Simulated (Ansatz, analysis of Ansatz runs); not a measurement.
# Reproducing a measured hyperfine coupling: [AlO4]0 centre in alpha-quartz, part 2 of 2

Aim: the hyperfine coupling of the [AlO4]0 centre in alpha-quartz, to be set beside the measurement. Set-up: r2SCAN, 108-site cell, r2SCAN lattice, 500 eV, k: the single point 1/4 1/4 1/4, started with the impurity moved along one bond. The model is a cell of 108 host atoms with 1 Si taken out and 1 Al put in. The isotropic coupling follows from the spin density at the nucleus, the nuclear g-factor and the total spin. A meta-GGA costs about twice a GGA and mends lattice constants and part of the gap.

Ansatz 0.2.0; r2SCAN, 108-site cell, r2SCAN lattice, 500 eV, k: the single point 1/4 1/4 1/4, started with the impurity moved along one bond.

So far: Set-up; Relaxation, charge 0.

**2. Relaxation, charge 0 (continued)**

Level of this step: plane-wave PAW DFT, r2SCAN; relaxation of all atoms of a defect supercell (Ansatz).

Step by step:

| step | energy less that of the first step (eV) | largest force component (eV/Å) |
| --- | --- | --- |
| 1 | 0.0000 | 4.4831 |
| 2 | -0.8344 | 2.5964 |
| 3 | -1.3769 | 0.1243 |
| 4 | -1.3793 | 0.1126 |
| 5 | -1.3852 | 0.0376 |
| 6 | -1.3860 | 0.0242 |
| 7 | -1.3861 | 0.0181 |

The atoms that moved most (Å, from the sites as typed, ahead of the random displacement):

| atom | dx | dy | dz | length |
| --- | --- | --- | --- | --- |
| O88 | 0.171 | -0.046 | -0.013 | 0.177 |
| O32 | -0.041 | -0.157 | 0.009 | 0.163 |
| O87 | 0.101 | 0.036 | -0.061 | 0.123 |
| O17 | -0.077 | -0.065 | 0.060 | 0.118 |
| O33 | 0.103 | -0.013 | -0.024 | 0.107 |
| O76 | 0.066 | 0.048 | -0.067 | 0.106 |
| O18 | -0.071 | -0.030 | 0.062 | 0.098 |
| O89 | -0.010 | 0.012 | 0.090 | 0.091 |

Neighbours of Al83 at the end:

| atom | distance (Å) |
| --- | --- |
| O32 | 1.722 |
| O88 | 1.722 |
| O89 | 1.738 |
| O33 | 1.739 |
| Si84 | 3.115 |
| Si28 | 3.120 |
| Si30 | 3.128 |
| Si100 | 3.140 |

This step gave:

- free energy: -63982.0069 eV
- total moment: 1.000 μB
- integral of the absolute spin density: 1.160 μB
- spin contamination: 0.003238

The relaxation ends 13 meV an atom lower than the displaced start, with a largest force component of 0.018 eV/Å.

**3. Contact spin densities**

The relaxed structure is kept, and the final numbers are taken at the final level and k-points.

This step: plane-wave PAW DFT, r2SCAN; single point of a defect supercell.

point/input.yaml reads:

```yaml
crystal:
  lattice:
    - [9.84405413, 0.0, 0.0]
    - [-7.3830406, 12.78780143, 0.0]
    - [0.0, 0.0, 10.83028527]
  atoms:
    - { symbol: Si, position: [0.235570274, 0.001250735, 0.335322465] }
    - { symbol: Si, position: [-0.002760759, 0.155185129, 0.166660497] }
[... 25 atom lines left out ...]
    - { symbol: Si, position: [0.226168804, 0.328863393, 0.835597405] }
[... 1 atom line left out ...]
    - { symbol: Si, position: [0.266583455, 0.511669698, 0.497461569] }
    - { symbol: O, position: [0.2026935, 0.421116581, 0.893294446] }
    - { symbol: O, position: [0.35220681, 0.369162112, 0.726406818] }
    - { symbol: O, position: [0.432271503, 0.530831907, 0.548786264] }
    - { symbol: O, position: [0.14003441, 0.471612264, 0.608935826] }
[... 48 atom lines left out ...]
    - { symbol: Al, position: [0.501152224, 0.484212879, 0.666479194] }
    - { symbol: Si, position: [0.775027871, 0.511726792, 0.497058726] }
[... 3 atom lines left out ...]
    - { symbol: O, position: [0.649192416, 0.467524779, 0.606425875] }
    - { symbol: O, position: [0.571875331, 0.577979735, 0.782650758] }
[... 10 atom lines left out ...]
    - { symbol: Si, position: [0.736431589, 0.668876459, 0.836042636] }
[... 3 atom lines left out ...]
    - { symbol: O, position: [0.865687063, 0.715444913, 0.726781095] }
[... 3 atom lines left out ...]
    - { symbol: O, position: [0.792653266, 0.954244087, 0.942877981] }
basis:
  ecutwfc: 500
  xc_grid: 2
hamiltonian:
  xc: r2scan
kpoints:
  mp_grid: { grid: [1, 1, 1], shift: [0.25, 0.25, 0.25] }
magnetization:
  spin_polarized: true
  initial_magnetization: 1
  spin_locking: { lock_magnetization: hard }
scf:
  occupations: { method: fermi_dirac, width: 0.01 }
  max_iter: 120
output:
  forces: true
  efg: {}
  eigenvalues: true
checkpoint:
  read: "../relax.run"
```

Run with:

```bash
ansatz run input.yaml --threads 2 --pin off --max-ram 4710MiB --backend cpu --events-out ev --progress --plain --runs-dir out
```

Numbers of over 12 decimals in the logs are rounded to 6 here.

The program printed:

```text
[...]
Crystal: 108 atoms, lattice volume = 1363.358 Å³
Basis set: ecut = 500 eV, 34583 PW (Γ), exchange–correlation on 144×216×160 points (8 copies of the dense FFT grid, shifted against one another)
Bands: 396, of which v1, the nominal top of the filled ones, is band 288 counted from 1 (287 counted from 0)
Symmetry: 1 space group operations
[...]
k-points: 1
[...]
Stability of the state it starts from, as read at its close in the collinear treatment: not read, because the mixer in use, unlike msr1, does not test its closes by its own steps (another_mixer); its run was given moments
Starting moments: Σ|m| = 1 μB on 108 of 108 sites; this step starts from the density that it was given
[...]
atom  32  O  V_zz =    -4.982189   η = 0.8513   by run symmetry: allowed
[...]
atom  33  O  V_zz =    -6.770751   η = 0.0655   by run symmetry: allowed
[...]
atom  34  O  V_zz =    +8.753161   η = 0.1484   by run symmetry: allowed
[...]
atom  83  Al V_zz =    -0.897614   η = 0.0787   by run symmetry: allowed
[...]
atom  84  Si V_zz =    -1.265844   η = 0.7498   by run symmetry: allowed
[...]
atom  88  O  V_zz =    -5.096387   η = 0.7422   by run symmetry: allowed
[...]
atom  89  O  V_zz =    -6.848566   η = 0.0722   by run symmetry: allowed
[...]
atom 100  Si V_zz =    -1.179006   η = 0.3977   by run symmetry: allowed
[...]
--- Band table (eV) ---
[...]
[key lines of the parts left out:]
SCF converged after 2 iterations
Magnetization: 1.0000 μB (288.0000 up, 287.0000 down)
Free energy (F): -63982.006852 eV
Fermi energy:    2.225394 (↑ 5.638502, ↓ 2.225394) eV
```

Elapsed: 48 s, on 2 threads of AMD EPYC 9R45, shared host; peak memory 4 GiB.

This step gave:

* free energy: -63982.0069 eV
* total moment: 1.000 μB
* integral of the absolute spin density: 1.160 μB
* spin contamination: 0.003238

The largest moments in the atoms' spheres: O33 0.18, O89 0.18, O88 0.11, O32 0.10, O22 0.03, O90 0.03 μB.

Contact couplings A = (2/3) μ0 ge μB gN μN ρs / (2S h), for each element's most abundant magnetic isotope:

| atom | isotope | distance from the centre (Å) | contact spin density (e/Å³) | A (MHz) |
| --- | --- | --- | --- | --- |
| Al83 | 27Al | 0.09 | -0.174 | -30.1 |
| O33 | 17O | 1.69 | 0.221 | -19.8 |
| O89 | 17O | 1.69 | 0.218 | -19.6 |
| Si30 | 29Si | 3.08 | -0.110 | 14.5 |
| Si100 | 29Si | 3.10 | -0.109 | 14.3 |
| O88 | 17O | 1.78 | 0.120 | -10.8 |
| O32 | 17O | 1.76 | 0.110 | -9.9 |
| Si84 | 29Si | 3.15 | -0.0744 | 9.8 |
| Si28 | 29Si | 3.14 | -0.0700 | 9.2 |
| O22 | 17O | 3.93 | 0.0259 | -2.3 |

**4. What came out**

```yaml
17o_that_bears_the_hole_isotropic: -19.8 MHz
27al_isotropic: -30.1 MHz
integral_of_the_absolute_spin_density: 1.16 μB
time_of_the_whole_chain: 14 min on 2 threads
```

**Reading.** 17O that bears the hole, isotropic: computed -19.8 MHz, measured -72.86 MHz; 53.0 MHz (73 %) smaller in size than the measurement. 27Al, isotropic: computed -30.1 MHz, measured -16.25 MHz; 13.9 MHz (85 %) larger in size than the measurement. The spin is not held on one site here (at most 0.18 μB on an atom), so the state computed is not the localised centre that was measured. Semilocal functionals spread the hole over several oxygen atoms through their self-interaction error; enough exact exchange holds it on one. Only the isotropic (Fermi contact) part is computed, with core polarisation; no vibrational averaging.

[Logs are printed without paths, hosts, clocks, repeated set-up lines and the standing remarks that a program may print on its own settings, such as how far it seeks lower states.]

[Hosts, paths, dates, database ids (printed as entryN), source tags and the programs' standing remarks are cut or masked in the printed files.]

[For some hosts the program warned that the k-mesh of the response run may be too coarse for force constants and the static dielectric constant; such warnings are not shown here.]
